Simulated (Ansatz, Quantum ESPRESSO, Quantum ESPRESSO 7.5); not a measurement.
# Pb: work function by face

Aim: the work function of the low-index faces of Pb, their order, and how far the functional matters.

Method: plane-wave DFT, PBE, GBRV ultrasoft pseudopotentials (geometry and cross-check by Ansatz 0.2.0 with PAW datasets; geometry under PBE), in Quantum ESPRESSO 7.5.

The experiments to compare with:

For Pb (polycrystalline sample, no single face), “Anisotropic work function of elemental crystals” (2019, arxiv:1902.07811) quotes earlier work: work function, loosely compared (polycrystalline sample, no single face) 4.25 eV.

Most raw output is cut from this account.

## Step 1: Starting point

The cell holds 5 atoms: 5 Pb. Cell: a = 3.500 Å, b = 3.500 Å, c = 27.432 Å, α = 90.0°, β = 90.0°, γ = 60.0°. It derives from Pb. Vacuum lies along c.

## Step 2: Geometry from Ansatz of (111)

A relaxation in Ansatz fixes the structure of this slab for the runs on it.

input.yaml

```yaml
crystal:
  lattice:
    - [3.5001785669, 0.0, 0.0]
    - [1.7500892834, 3.0312435567, 0.0]
    - [0.0, 0.0, 27.43153533]
  atoms:
    - { symbol: Pb, position: [0.6666666667, 0.6666666667, 0.2916351529] }
    - { symbol: Pb, position: [0.0, 0.0, 0.3958175764] }
    - { symbol: Pb, position: [0.3333333333, 0.3333333333, 0.5] }
    - { symbol: Pb, position: [0.6666666667, 0.6666666667, 0.6041824236] }
    - { symbol: Pb, position: [0.0, 0.0, 0.7083648471] }
kpoints:
  mp_grid: { grid: [12, 12, 1] }
hamiltonian:
  xc: pbe
scf:
  occupations: { method: fermi_dirac, width: 0.1 }
  convergence: { dr2_threshold: 1.0e-08 }
efield:
  axis: 3
  dipole_correction: true
  ramp_position: 0.97
  ramp_width: 0.04
relax:
  f_tol: 0.01
  constraints: [{ sites: [2] }]
output:
  write_potential: true
  write_density: true
  volumetric_format: npy
```

Launch:

```
ansatz run input.yaml --threads 4 --pin off --max-ram 8192MiB --backend cpu --events-out ev --progress --plain --runs-dir out
```

Wall time 25 s (4 threads of Arm Neoverse N1, shared host); peak memory 0.66 GiB.

Relaxation path:

```csv
step,energy less that of the first step (eV),largest force component (eV/Å)
1,0.0000,0.2186
2,-0.0273,0.0284
3,-0.0281,0.0036
```

The atoms that moved most (Å):

```
atom     dx     dy      dz  length
 Pb4  0.000  0.000   0.151   0.151
 Pb2  0.000  0.000  -0.151   0.151
 Pb5  0.000  0.000   0.127   0.127
 Pb1  0.000  0.000  -0.127   0.127
```

The relaxed structure:

```cif
data_structure
_symmetry_space_group_name_H-M 'P 1'
_symmetry_Int_Tables_number 1
_cell_length_a 3.5002
_cell_length_b 3.5002
_cell_length_c 27.4315
_cell_angle_alpha 90.000
_cell_angle_beta 90.000
_cell_angle_gamma 60.000
_cell_volume 291.05
loop_
_atom_site_label
_atom_site_type_symbol
_atom_site_fract_x
_atom_site_fract_y
_atom_site_fract_z
_atom_site_occupancy
Pb1 Pb 0.66667 0.66667 0.28700 1
Pb2 Pb 0.00000 0.00000 0.39033 1
Pb3 Pb 0.33333 0.33333 0.50000 1
Pb4 Pb 0.66667 0.66667 0.60967 1
Pb5 Pb 0.00000 0.00000 0.71300 1
```

The relaxation lowers the energy by 6 meV an atom. Held were the atoms numbered 3; the forces quoted are those on the free ones.

Numbers from this step:

```
free energy                     : -59531.7069 eV
energy at zero smearing         : -59531.6544 eV
smearing term TS                : 0.1050 eV
Fermi energy                    : 3.954 eV
symmetry operations             : 6
work function of the upper face : 3.754 eV
work function of the lower face : 3.754 eV
dipole along the normal         : 1.46e-6 e·Å
```

## Step 3: SCF with pw.x of (111), PBE

Both faces of the slab are alike, so a plain periodic cell serves and symmetry is kept.

Level of this step: plane-wave DFT, PBE, GBRV ultrasoft pseudopotentials (Quantum ESPRESSO 7.5).

111.pbe.in

```
&control
  prefix = '111.pbe'
  outdir = './out'
  pseudo_dir = './pseudo'
  calculation = 'scf'
  tprnfor = .true.
/
&system
  ibrav = 0
  nat = 5
  ntyp = 1
  ecutwfc = 40
  ecutrho = 200
  occupations = 'smearing'
  smearing = 'mv'
  degauss = 0.02
/
&electrons
  conv_thr = 1e-07
  mixing_beta = 0.4
  electron_maxstep = 120
  mixing_mode = 'local-TF'
/
ATOMIC_SPECIES
  Pb  207.2000  pb_pbe_v1.uspp.F.UPF
CELL_PARAMETERS angstrom
  3.50017856689006 0.00000000002887 0.00000000000000
  1.75008928342003 3.03124355672304 0.00000000000000
  0.00000000000000 0.00000000000000 27.43153533000000
ATOMIC_POSITIONS crystal
  Pb  0.666666666667 0.666666666667 0.287004435378
  Pb  -0.000000000000 -0.000000000000 0.390327558823
  Pb  0.333333333333 0.333333333333 0.500000000000
  Pb  0.666666666667 0.666666666667 0.609672458939
  Pb  0.000000000000 -0.000000000000 0.712995578934
K_POINTS automatic
  12 12 1 0 0 0
```

Launch:

```
OMP_NUM_THREADS=1 mpirun -n 4 pw.x -nk 4 -in 111.pbe.in > 111.pbe.out
```

Elapsed: 1.7 min, on 4 MPI ranks; peak memory 0.77 GiB; 6.9 min of CPU time.

Read from the output:

| Quantity | Value |
| --- | --- |
| free energy | -11166.9462 eV |
| Fermi energy | 4.128 eV |

## Step 4: Potential by pp.x of (111)

The vacuum level is read from the electrostatic potential (plot_num = 11), averaged over planes.

111.pbe.pot.in

```
&inputpp
  prefix = '111.pbe'
  outdir = './out'
  filplot = '111.pbe.pot.dat'
  plot_num = 11
/
```

Launch:

```
OMP_NUM_THREADS=1 mpirun -n 4 pp.x -in 111.pbe.pot.in > 111.pbe.pot.out
```

Run time: 1.1 s. Hardware: 4 MPI ranks; peak memory 0.11 GiB.

Numbers from this step:

- work function of the upper face: 3.743 eV
- slope of the potential above: 8.00e-4 eV/Å
- upper vacuum line continued to the top atoms, over the Fermi level: 3.739 eV
- work function of the lower face: 3.743 eV
- slope of the potential below: -5.81e-4 eV/Å
- lower vacuum line continued to the bottom atoms, over the Fermi level: 3.740 eV

The potential energy, planar mean oscillates, so the rows of the table below give means over windows of 2.97 Å about each position, cut where the curve ends. Its maxima inside the range that stand out by 2 % of the span (Å: eV): 9.3: 1.05, 12.2: 1.60, 15.2: 1.60, 18.2: 1.05. Its minima: 7.9: -16.2, 10.7: -16.2, 13.7: -16.3, 16.7: -16.2, 19.5: -16.2.

Electrostatic potential energy of an electron; zero at the Fermi level. Potential energy, planar mean against z; means over each step:

| z (Å) | potential energy, planar mean (eV) |
| --- | --- |
| 1.49 | 3.74 |
| 4.46 | 3.67 |
| 7.42 | -5.87 |
| 10.39 | -6.38 |
| 13.36 | -6.25 |
| 16.33 | -6.22 |
| 19.30 | -6.33 |
| 22.27 | 3.39 |
| 25.24 | 3.74 |

## Step 5: Self-consistent run of (111), LDA

The same atoms under a second functional.

Level of this step: plane-wave DFT, LDA, GBRV ultrasoft pseudopotentials (Quantum ESPRESSO 7.5).

111.lda.in, as its differences from the input of step 3:

```diff
@@ -1,3 +1,3 @@
 &control
-  prefix = '111.pbe'
+  prefix = '111.lda'
   outdir = './out'
@@ -24,3 +24,3 @@
 ATOMIC_SPECIES
-  Pb  207.2000  pb_pbe_v1.uspp.F.UPF
+  Pb  207.2000  pb_lda_v1.uspp.F.UPF
 CELL_PARAMETERS angstrom
```

Launch:

```
OMP_NUM_THREADS=1 mpirun -n 4 pw.x -nk 4 -in 111.lda.in > 111.lda.out
```

Elapsed: 1.7 min, on 4 MPI ranks; peak memory 0.78 GiB.

Numbers from this step:

- free energy: -11157.9427 eV
- Fermi energy: 3.771 eV

## Step 6: Potential by pp.x of (111)

111.lda.pot.in

```
&inputpp
  prefix = '111.lda'
  outdir = './out'
  filplot = '111.lda.pot.dat'
  plot_num = 11
/
```

Launch:

```
OMP_NUM_THREADS=1 mpirun -n 4 pp.x -in 111.lda.pot.in > 111.lda.pot.out
```

Run time: 1.1 s. Hardware: 4 MPI ranks; peak memory 0.11 GiB; 4 s of CPU time.

Read from the output:

```
work function of the upper face                                       : 4.068 eV
slope of the potential above                                          : 5.84e-4 eV/Å
upper vacuum line continued to the top atoms, over the Fermi level    : 4.065 eV
work function of the lower face                                       : 4.068 eV
slope of the potential below                                          : -4.21e-4 eV/Å
lower vacuum line continued to the bottom atoms, over the Fermi level : 4.066 eV
```

On (111) the work function under LDA lies +0.33 eV from PBE's.

## Step 7: Relaxation with Ansatz of (100)

Level of this step: plane-wave DFT, PBE, Ansatz PAW (Ansatz 0.2.0).

input.yaml, the sections that differ from step 2:

```yaml
crystal:
  lattice:
    - [3.5001785669, 0.0, 0.0]
    - [0.0, 3.5001785669, 0.0]
    - [0.0, 0.0, 25.9]
  atoms:
    - { symbol: Pb, position: [0.0, 0.0, 0.3088803089] }
    - { symbol: Pb, position: [0.5, 0.5, 0.4044401544] }
    - { symbol: Pb, position: [0.0, 0.0, 0.5] }
    - { symbol: Pb, position: [0.5, 0.5, 0.5955598456] }
    - { symbol: Pb, position: [0.0, 0.0, 0.6911196911] }
kpoints:
  mp_grid: { grid: [8, 8, 1] }
# hamiltonian, scf, efield, relax, output: as in step 2
```

Launch:

```
ansatz run input.yaml --threads 4 --pin off --max-ram 8192MiB --backend cpu --events-out ev --progress --plain --runs-dir out
```

It took 30 s on 4 threads; peak memory 0.65 GiB; 1.9 min of CPU time.

Relaxation path:

```csv
step,energy less that of the first step (eV),largest force component (eV/Å)
1,0.0000,0.4819
2,-0.0884,0.0446
3,-0.0918,0.0136
4,-0.0919,0.0184
5,-0.0920,0.0006
```

The atoms that moved most (Å):

```
atom     dx     dy      dz  length
 Pb2  0.000  0.000  -0.245   0.245
 Pb4  0.000  0.000   0.245   0.245
 Pb1  0.000  0.000  -0.178   0.178
 Pb5  0.000  0.000   0.178   0.178
```

The relaxed structure:

```xyz
5
Lattice="3.5002 0.0000 0.0000 0.0000 3.5002 0.0000 0.0000 0.0000 25.9000" Properties=species:S:1:pos:R:3
Pb    0.0000    0.0000    7.8225
Pb    1.7501    1.7501   10.2303
Pb    0.0000    0.0000   12.9500
Pb    1.7501    1.7501   15.6697
Pb    0.0000    0.0000   18.0775
```

The relaxation lowers the energy by 18 meV an atom. Held were the atoms numbered 3; the forces quoted are those on the free ones.

Numbers from this step:

| Quantity | Value |
| --- | --- |
| free energy | -59531.6594 eV |
| energy at zero smearing | -59531.6171 eV |
| smearing term TS | 0.08454 eV |
| Fermi energy | 3.270 eV |
| symmetry operations | 8 |
| work function of the upper face | 3.745 eV |
| work function of the lower face | 3.745 eV |
| dipole along the normal | 3.30e-7 e·Å |

## Step 8: Ground state of (100), PBE

Level of this step: plane-wave DFT, PBE, GBRV ultrasoft pseudopotentials (Quantum ESPRESSO 7.5).

100.pbe.in

```
&control
  prefix = '100.pbe'
  outdir = './out'
  pseudo_dir = './pseudo'
  calculation = 'scf'
  tprnfor = .true.
/
&system
  ibrav = 0
  nat = 5
  ntyp = 1
  ecutwfc = 40
  ecutrho = 200
  occupations = 'smearing'
  smearing = 'mv'
  degauss = 0.02
/
&electrons
  conv_thr = 1e-07
  mixing_beta = 0.4
  electron_maxstep = 120
  mixing_mode = 'local-TF'
/
ATOMIC_SPECIES
  Pb  207.2000  pb_pbe_v1.uspp.F.UPF
CELL_PARAMETERS angstrom
  3.50017856690000 0.00000000000000 0.00000000000000
  0.00000000000000 3.50017856690000 0.00000000000000
  0.00000000000000 0.00000000000000 25.90000000000000
ATOMIC_POSITIONS crystal
  Pb  0.000000000000 0.000000000000 0.302025550812
  Pb  0.500000000000 0.500000000000 0.394991972407
  Pb  0.000000000000 0.000000000000 0.500000000000
  Pb  0.500000000000 0.500000000000 0.605008026222
  Pb  -0.000000000000 0.000000000000 0.697974447514
K_POINTS automatic
  8 8 1 0 0 0
```

Launch:

```
OMP_NUM_THREADS=1 mpirun -n 4 pw.x -nk 4 -in 100.pbe.in > 100.pbe.out
```

Elapsed: 77 s, on 4 MPI ranks; peak memory 0.75 GiB.

Read from the output:

* free energy: -11166.8943 eV
* Fermi energy: 3.412 eV

## Step 9: Electrostatic potential of (100)

100.pbe.pot.in

```
&inputpp
  prefix = '100.pbe'
  outdir = './out'
  filplot = '100.pbe.pot.dat'
  plot_num = 11
/
```

Launch:

```
OMP_NUM_THREADS=1 mpirun -n 4 pp.x -in 100.pbe.pot.in > 100.pbe.pot.out
```

Run time: 1.1 s. Hardware: 4 MPI ranks; peak memory 0.11 GiB.

This step gave:

- work function of the upper face: 3.752 eV
- slope of the potential above: 4.65e-4 eV/Å
- upper vacuum line continued to the top atoms, over the Fermi level: 3.749 eV
- work function of the lower face: 3.752 eV
- slope of the potential below: -3.09e-4 eV/Å
- lower vacuum line continued to the bottom atoms, over the Fermi level: 3.750 eV

The potential energy, planar mean oscillates, so the rows of the table below give means over windows of 2.65 Å about each position, cut where the curve ends. Its maxima inside the range that stand out by 2 % of the span (Å: eV): 9.0: -0.352, 11.6: 1.01, 14.3: 1.01, 16.9: -0.352. Its minima: 7.8: -13.5, 10.2: -13.5, 13.0: -13.4, 15.7: -13.5, 18.1: -13.5.

Electrostatic potential energy of an electron; zero at the Fermi level. Table of potential energy, planar mean by z; means over each step:

```csv
z (Å),"potential energy, planar mean (eV)"
1.32,3.75
3.97,3.74
6.62,-1.94
9.27,-7.25
11.92,-5.48
14.57,-5.47
17.22,-7.11
19.87,1.63
22.52,3.75
25.17,3.75
```

## Step 10: Self-consistent run of (100), LDA

Level of this step: plane-wave DFT, LDA, GBRV ultrasoft pseudopotentials (Quantum ESPRESSO 7.5).

100.lda.in, as its differences from the input of step 8:

```diff
@@ -1,3 +1,3 @@
 &control
-  prefix = '100.pbe'
+  prefix = '100.lda'
   outdir = './out'
@@ -24,3 +24,3 @@
 ATOMIC_SPECIES
-  Pb  207.2000  pb_pbe_v1.uspp.F.UPF
+  Pb  207.2000  pb_lda_v1.uspp.F.UPF
 CELL_PARAMETERS angstrom
```

Launch:

```
OMP_NUM_THREADS=1 mpirun -n 4 pw.x -nk 4 -in 100.lda.in > 100.lda.out
```

The job ended after 73 s (4 MPI ranks; peak memory 0.69 GiB; 4.9 min of CPU time).

Numbers from this step:

```
free energy  : -11157.7726 eV
Fermi energy : 3.059 eV
```

## Step 11: Potential by pp.x of (100)

100.lda.pot.in

```
&inputpp
  prefix = '100.lda'
  outdir = './out'
  filplot = '100.lda.pot.dat'
  plot_num = 11
/
```

Launch:

```
OMP_NUM_THREADS=1 mpirun -n 4 pp.x -in 100.lda.pot.in > 100.lda.pot.out
```

It took 1.1 s on 4 MPI ranks; peak memory 0.11 GiB.

Numbers from this step:

```
work function of the upper face                                       : 4.075 eV
slope of the potential above                                          : 3.46e-4 eV/Å
upper vacuum line continued to the top atoms, over the Fermi level    : 4.073 eV
work function of the lower face                                       : 4.075 eV
slope of the potential below                                          : -2.28e-4 eV/Å
lower vacuum line continued to the bottom atoms, over the Fermi level : 4.074 eV
```

On (100) the work function under LDA lies +0.32 eV from PBE's.

## Step 12: Geometry from Ansatz of (110)

Level of this step: plane-wave DFT, PBE, Ansatz PAW (Ansatz 0.2.0).

System of this step: Pb(110), 7 layers. The cell holds 7 atoms: 7 Pb. Its edges and angles: a = 4.950 Å, b = 3.500 Å, c = 26.501 Å, α = 90.0°, β = 90.0°, γ = 90.0°. It derives from Pb. Vacuum lies along c.

input.yaml, the sections that differ from step 7:

```yaml
crystal:
  lattice:
    - [4.95, 0.0, 0.0]
    - [0.0, 3.5001785669, 0.0]
    - [0.0, 0.0, 26.5005357006]
  atoms:
    - { symbol: Pb, position: [0.0, 0.0, 0.3018806899] }
    - { symbol: Pb, position: [0.5, 0.5, 0.3679204599] }
    - { symbol: Pb, position: [0.0, 0.0, 0.43396023] }
    - { symbol: Pb, position: [0.5, 0.5, 0.5] }
    - { symbol: Pb, position: [0.0, 0.0, 0.56603977] }
    - { symbol: Pb, position: [0.5, 0.5, 0.6320795401] }
    - { symbol: Pb, position: [0.0, 0.0, 0.6981193101] }
kpoints:
  mp_grid: { grid: [6, 8, 1] }
relax:
  f_tol: 0.01
  constraints: [{ sites: [2, 3, 4] }]
# hamiltonian, scf, efield, output: as in step 7
```

Launch:

```
ansatz run input.yaml --threads 4 --pin off --max-ram 8192MiB --backend cpu --events-out ev --progress --plain --runs-dir out
```

Run time: 79 s. Hardware: 4 threads; peak memory 1 GiB; 5.2 min of CPU time.

The steps of the relaxation:

```csv
step,energy less that of the first step (eV),largest force component (eV/Å)
1,0.0000,0.3537
2,-0.0622,0.1143
3,-0.0728,0.0119
4,-0.0729,0.0013
```

The atoms that moved most (Å):

```csv
atom,dx,dy,dz,length
Pb6,0.000,0.000,0.136,0.136
Pb2,0.000,0.000,-0.136,0.136
Pb1,0.000,0.000,0.105,0.105
Pb7,0.000,0.000,-0.105,0.105
```

The relaxed structure:

```cif
data_structure
_symmetry_space_group_name_H-M 'P 1'
_symmetry_Int_Tables_number 1
_cell_length_a 4.9500
_cell_length_b 3.5002
_cell_length_c 26.5005
_cell_angle_alpha 90.000
_cell_angle_beta 90.000
_cell_angle_gamma 90.000
_cell_volume 459.15
loop_
_atom_site_label
_atom_site_type_symbol
_atom_site_fract_x
_atom_site_fract_y
_atom_site_fract_z
_atom_site_occupancy
Pb1 Pb 0.00000 0.00000 0.30586 1
Pb2 Pb 0.50000 0.50000 0.36280 1
Pb3 Pb 0.00000 0.00000 0.43396 1
Pb4 Pb 0.50000 0.50000 0.50000 1
Pb5 Pb 0.00000 0.00000 0.56604 1
Pb6 Pb 0.50000 0.50000 0.63720 1
Pb7 Pb 0.00000 0.00000 0.69414 1
```

The relaxation lowers the energy by 10 meV an atom. Held were the atoms numbered 3, 4 and 5; the forces quoted are those on the free ones.

This step gave:

```
free energy                     : -83344.1939 eV
energy at zero smearing         : -83344.1289 eV
smearing term TS                : 0.1301 eV
Fermi energy                    : 3.070 eV
symmetry operations             : 4
work function of the upper face : 3.721 eV
work function of the lower face : 3.721 eV
dipole along the normal         : 2.94e-7 e·Å
```

## Step 13: SCF with pw.x of (110), PBE

Level of this step: plane-wave DFT, PBE, GBRV ultrasoft pseudopotentials (Quantum ESPRESSO 7.5).

110.pbe.in

```
&control
  prefix = '110.pbe'
  outdir = './out'
  pseudo_dir = './pseudo'
  calculation = 'scf'
  tprnfor = .true.
/
&system
  ibrav = 0
  nat = 7
  ntyp = 1
  ecutwfc = 40
  ecutrho = 200
  occupations = 'smearing'
  smearing = 'mv'
  degauss = 0.02
/
&electrons
  conv_thr = 1e-07
  mixing_beta = 0.4
  electron_maxstep = 120
  mixing_mode = 'local-TF'
/
ATOMIC_SPECIES
  Pb  207.2000  pb_pbe_v1.uspp.F.UPF
CELL_PARAMETERS angstrom
  4.95000000000000 0.00000000000000 0.00000000000000
  0.00000000000000 3.50017856690000 0.00000000000000
  0.00000000000000 0.00000000000000 26.50053570060000
ATOMIC_POSITIONS crystal
  Pb  0.000000000000 0.000000000000 0.305859260767
  Pb  0.500000000000 0.500000000000 0.362804964857
  Pb  0.000000000000 0.000000000000 0.433960230000
  Pb  0.500000000000 0.500000000000 0.500000000000
  Pb  0.000000000000 0.000000000000 0.566039770000
  Pb  0.500000000000 0.500000000000 0.637195036807
  Pb  0.000000000000 0.000000000000 0.694140741210
K_POINTS automatic
  6 8 1 0 0 0
```

Launch:

```
OMP_NUM_THREADS=1 mpirun -n 4 pw.x -nk 2 -in 110.pbe.in > 110.pbe.out
```

It took 3.5 min on 4 MPI ranks; peak memory 1 GiB.

This step gave:

| Quantity | Value |
| --- | --- |
| free energy | -15633.5274 eV |
| Fermi energy | 3.221 eV |

(Continued in part 2 of 2.)

[Logs are printed without paths, hosts, clocks, repeated set-up lines and the standing remarks that a program may print on its own settings, such as how far it seeks lower states.]

[Hosts, paths, dates, database ids (printed as entryN), source tags and the programs' standing remarks are cut or masked in the printed files.]

[Maps of the electrostatic potential energy from Ansatz leave out the sawtooth potential of an applied field or a dipole correction, so their vacuum need not be flat; planar profiles and work functions include it.]
